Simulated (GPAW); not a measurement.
# free-standing triangular Eu monolayer, spacing 3.6 A: cost and accuracy of all numerical settings together, part 2 of 2

Aim: see how far moments and order energies of free-standing triangular Eu monolayer, spacing 3.6 A move with all numerical settings together, and what each rung costs.

GPAW 26.7.0; PBE with U = 7.5 eV on Eu f; plane waves with GPAW's PAW setups, scalar-relativistic.

So far, largest spin moment in the augmentation sphere (μB): step 2 (rung 1 (280 eV, mesh 4×4×1), start ferro +) 6.89; step 4 (rung 2 (380 eV, mesh 6×6×1), start ferro +) 6.93; step 5 (rung 2 (380 eV, mesh 6×3×1), start antiferro q=(0,1/2,0) +-) 6.85; step 6 (rung 3 (500 eV, mesh 8×8×1), start ferro +) 6.91; step 7 (rung 3 (500 eV, mesh 8×4×1), start antiferro q=(0,1/2,0) +-) 6.87.

## 8. Rung 4 (700 eV, mesh 10×10×1), start ferro +

order1.py

```python
import json
import numpy as np
from ase import Atoms
from ase.parallel import paropen, parprint
from gpaw import GPAW

atoms = Atoms(['Eu'],
    cell=[[3.6, 0.0, 0.0],
         [-1.8, 3.117691, 0.0],
         [0.0, 0.0, 14.0]],
    scaled_positions=[[0.0, 0.0, 0.5]],
    pbc=True,
    magmoms=[7.0])
atoms.calc = GPAW(mode={'name': 'pw', 'ecut': 700},
    xc='PBE',
    kpts={'size': (10, 10, 1), 'gamma': True},
    occupations={'name': 'fermi-dirac', 'width': 0.05},
    convergence={'density': 1e-05, 'energy': 1e-05},
    maxiter=200,
    setups={'Eu': ':f,7.5'},
    symmetry={'tolerance': 1e-4},
    txt='order1.txt')
e = atoms.get_potential_energy(force_consistent=True)
res = {'free_energy': e, 'energy_sigma0': atoms.get_potential_energy(), 'fermi_energy': atoms.calc.get_fermi_level()}
res['moments'] = atoms.get_magnetic_moments().tolist()
res['total'] = atoms.get_magnetic_moment()
parprint('site moments (muB):', np.round(res['moments'], 3))
parprint(f"total moment: {res['total']:.3f} muB")
parprint(f'free energy: {e:.6f} eV')
atoms.calc.write('order1.gpw')
with paropen('results.json', 'w') as f:
    json.dump(res, f)
```

On the command line:

```
OMP_NUM_THREADS=1 mpirun -n 2 gpaw python order1.py > order1.log
```

The program printed:

```text
site moments (muB): [6.942]
total moment: 7.860 muB
free energy: -8.947618 eV

--- order1.txt ---
Input parameters:
  mode=PW(ecut=700),
  convergence={'density': 1e-05, 'energy': 1e-05},
  kpts=MonkhorstPack(size=(10, 10, 1), gamma=True),
  maxiter=200,
  occupations=Occupations(name='fermi-dirac', width=0.05),
  setups={'Eu': ':f,7.5'},
  symmetry=Symmetry(tolerance=0.0001),
  xc=XC(name='PBE')

[...]
|          4 |        -3.821 |     1.000 |        -2.726 |     1.000 |
[...]
|         14 |         1.866 |     0.000 |         6.972 |     0.000 |
|         15 |         1.866 |     0.000 |         7.045 |     0.000 |
|         16 |         2.352 |     0.000 |         8.743 |     0.000 |
|        ... |               |           |               |           |
|         18 |         4.315 |     0.000 |         8.979 |     0.000 |

No gap
No difference between direct/indirect transitions

[key lines of the parts left out:]
Free energy:      -8.947618
Converged in 17 steps
dipole moment: (-9.869304, -17.094133, 0.000005)  # |e|*Ang
Fermi level: -0.312
```

The job ended after 32 s (2 MPI ranks of Intel Xeon 6975P-C (Granite Rapids), shared host; peak memory 0.67 GiB; 64 s of CPU time).

Read from the output:

| Quantity | Value |
| --- | --- |
| magnetization | 7.860 μB |
| final state | ferromagnetic |
| largest moment | 6.942 μB |

The largest moment moves by +0.03 μB from rung 3, at 2.5 times its CPU time.

## 9. Rung 4 (700 eV, mesh 10×5×1), start antiferro q=(0,1/2,0) +-

order2.py

```python
import json
import numpy as np
from ase import Atoms
from ase.parallel import paropen, parprint
from gpaw import GPAW

atoms = Atoms(['Eu', 'Eu'],
    cell=[[3.6, 0.0, 0.0],
         [-3.6, 6.235382, 0.0],
         [0.0, 0.0, 14.0]],
    scaled_positions=[[0.0, 0.0, 0.5],
         [0.0, 0.5, 0.5]],
    pbc=True,
    magmoms=[7.0, -7.0])
atoms.calc = GPAW(mode={'name': 'pw', 'ecut': 700},
    xc='PBE',
    kpts={'size': (10, 5, 1), 'gamma': True},
    occupations={'name': 'fermi-dirac', 'width': 0.05},
    convergence={'density': 1e-05, 'energy': 1e-05},
    maxiter=200,
    setups={'Eu': ':f,7.5'},
    symmetry={'tolerance': 1e-4},
    txt='order2.txt')
e = atoms.get_potential_energy(force_consistent=True)
res = {'free_energy': e, 'energy_sigma0': atoms.get_potential_energy(), 'fermi_energy': atoms.calc.get_fermi_level()}
res['moments'] = atoms.get_magnetic_moments().tolist()
res['total'] = atoms.get_magnetic_moment()
parprint('site moments (muB):', np.round(res['moments'], 3))
parprint(f"total moment: {res['total']:.3f} muB")
parprint(f'free energy: {e:.6f} eV')
atoms.calc.write('order2.gpw')
with paropen('results.json', 'w') as f:
    json.dump(res, f)
```

On the command line:

```
OMP_NUM_THREADS=1 mpirun -n 2 gpaw python order2.py > order2.log
```

The program printed:

```text
site moments (muB): [ 6.879 -6.879]
total moment: -0.000 muB
free energy: -17.755193 eV

--- order2.txt ---
Input parameters:
  mode=PW(ecut=700),
  convergence={'density': 1e-05, 'energy': 1e-05},
  kpts=MonkhorstPack(size=(10, 5, 1), gamma=True),
  maxiter=200,
  occupations=Occupations(name='fermi-dirac', width=0.05),
  setups={'Eu': ':f,7.5'},
  symmetry=Symmetry(tolerance=0.0001),
  xc=XC(name='PBE')

[...]
|         11 |        -3.001 |     1.000 |        -3.001 |     1.000 |
|         12 |        -2.971 |     1.000 |        -2.971 |     1.000 |
[...]
|         21 |         2.276 |     0.000 |         2.276 |     0.000 |
|         22 |         2.528 |     0.000 |         2.528 |     0.000 |
|         23 |         2.592 |     0.000 |         2.592 |     0.000 |
|         24 |         2.752 |     0.000 |         2.752 |     0.000 |

No gap
No difference between direct/indirect transitions

[key lines of the parts left out:]
Free energy:     -17.755193
Converged in 15 steps
dipole moment: (-19.737841, -34.186937, -0.000001)  # |e|*Ang
Fermi level: 0.029
```

The job ended after 2.1 min (2 MPI ranks; peak memory 1.2 GiB; 4.1 min of CPU time).

Numbers from this step:

* magnetization: 0 μB
* final state: antiferromagnetic
* largest moment: 6.879 μB

This start lies +70.0 meV a seeded atom from the first, a change of +27.5 meV since rung 3; its largest moment is 6.88 μB.

## 10. Another try

An input with a fault is tried, to see how the program answers.

run.py

```python
import json
import numpy as np
from ase import Atoms
from ase.parallel import paropen, parprint
from gpaw import GPAW

atoms = Atoms(['Eu'],
    cell=[[3.6, 0.0, 0.0],
         [-1.8, 3.117691, 0.0],
         [0.0, 0.0, 14.0]],
    scaled_positions=[[0.0, 0.0, 0.5]],
    pbc=True,
    magmoms=[7.0])
atoms.calc = GPAW(mode={'name': 'pw', 'ecut': 700},
    xc='PBE',
    kpts={'size': (10, 10, 1), 'gamma': True},
    occupations={'name': 'fermi-dirac', 'width': 0.05},
    convergence={'density': 1e-05, 'energy': 1e-05},
    maxiter=2,
    setups={'Eu': ':f,7.5'},
    symmetry={'tolerance': 1e-4},
    txt='run.txt')
e = atoms.get_potential_energy(force_consistent=True)
res = {'free_energy': e, 'energy_sigma0': atoms.get_potential_energy(), 'fermi_energy': atoms.calc.get_fermi_level()}
res['moments'] = atoms.get_magnetic_moments().tolist()
res['total'] = atoms.get_magnetic_moment()
parprint('site moments (muB):', np.round(res['moments'], 3))
parprint(f"total moment: {res['total']:.3f} muB")
parprint(f'free energy: {e:.6f} eV')
atoms.calc.write('run.gpw')
with paropen('results.json', 'w') as f:
    json.dump(res, f)
```

On the command line:

```
OMP_NUM_THREADS=1 mpirun -n 2 gpaw python run.py > run.log
```

The program printed:

```text
gpaw.KohnShamConvergenceError

--- run.txt ---
Input parameters:
  mode=PW(ecut=700),
  convergence={'density': 1e-05, 'energy': 1e-05},
  kpts=MonkhorstPack(size=(10, 10, 1), gamma=True),
  maxiter=2,
  occupations=Occupations(name='fermi-dirac', width=0.05),
  setups={'Eu': ':f,7.5'},
  symmetry=Symmetry(tolerance=0.0001),
  xc=XC(name='PBE')

Diagonalizing LCAO Hamiltonian
Converting LCAO to pw mode

       Eu

Atoms  # Å, Bohr magnetons
|   | symbol |        x |        y |        z |    initial magnetic moments |
|---|--------|----------|----------|----------|-----------------------------|
| 0 |     Eu | 0.000000 | 0.000000 | 7.000000 | ( 0.0000,  0.0000,  7.0000) |

Number of symmetries: 24

BZ-sampling:
  Number of BZ points: 100
  Number of IBZ points: 14

  Monkhorst-Pack size: [10, 10, 1]
  Monkhorst-Pack shift: [0.05, 0.05, 0.0]

Plane wave coefficients: 6631
Cutoff: 700.0 eV

Spin-components: 2 (collinear spins)
Bands:           19
Projectors:      8
Spin-degeneracy: 1
Datatype:        complex128

Parallelization:
  kpt:    2
  domain: 1
  band:   1

Density:
  Valence electrons: 17.0
  Components: 2
  Grid points: [24 24 90]
  Charge: 0.0  # |e|

Potential:
  Grid points: [24 24 90]

[... setups left out ...]
Reference energy: -295080.811612  # eV

convergence criteria:
- Maximum integral of absolute [dens]ity change: 1e-05 electrons / valence electron
- Maximum [total energy] change in last 3 cyles: 1e-05 eV / valence electron
- Maximum integral of absolute [eigenst]ate change: 4e-08 eV^2 / valence electron
maximum number of iterations: 2

SCF iterations
|iter     |      energy | eigst |  dens |  magmom |
|---------|-------------|-------|-------|---------|
|iter:   1|       0s |   -8.995433 | +0.07 |       |  +7.0164|
|iter:   2|       2s |   -8.980926 | -1.80 | -1.16 |  +7.0382|
```

Elapsed: 17 s, on 2 MPI ranks; peak memory 0.57 GiB.

The run stopped without converging, so none of its numbers is a property of the system.

The fault put into the input: too few SCF iterations.

The limit on cycles came before convergence; raising it mends this.

## 11. Side by side

Ladder, by row:

```tsv
rung	cutoff (eV)	mesh	smearing (eV)	state from the first start	state from the second start	second less first (meV a seeded atom)	moment, first (μB)	moment, second (μB)	CPU time (s)
1	280	4x4x1	0.2	ferromagnetic	antiferromagnetic	89.09	6.892	6.842	31.63
2	380	6x6x1	0.15	ferromagnetic	antiferromagnetic	90.55	6.926	6.85	61.39
3	500	8x8x1	0.1	ferromagnetic	antiferromagnetic	42.51	6.911	6.868	125.9
4	700	10x10x1	0.05	ferromagnetic	antiferromagnetic	70.02	6.942	6.879	311.2
```

## 12. What came out

| Quantity | Value |
| --- | --- |
| range of the moment in the table, first start | 6.89 to 6.94 μB |
| range of CPU time | 32 s to 5.2 min |
| range of the energy difference | 42.5 to 90.6 meV a seeded atom |

Only the last rung can serve as the reference, and the rung before it is still 28 meV away, so convergence is not shown. The first start ends lower on every rung of the table; whether functional and cell give the true order is another question. Under the U the f shell can settle in another filling on each rung, which mixes with the effect of the setting. The f shell is half filled, so the spin-only picture is fair.

[Logs and program files are shortened in this print: banners, set-up blocks, solver, clock and traceback lines can be left out without a mark of their own.]

[Logs are printed without paths, hosts, clocks, repeated set-up lines and the standing remarks that a program may print on its own settings, such as how far it seeks lower states.]

[Hosts, paths, dates, database ids (printed as entryN), source tags and the programs' standing remarks are cut or masked in the printed files.]

[Where a cell is said to come from a database of computed structures, the database is the Materials Project.]
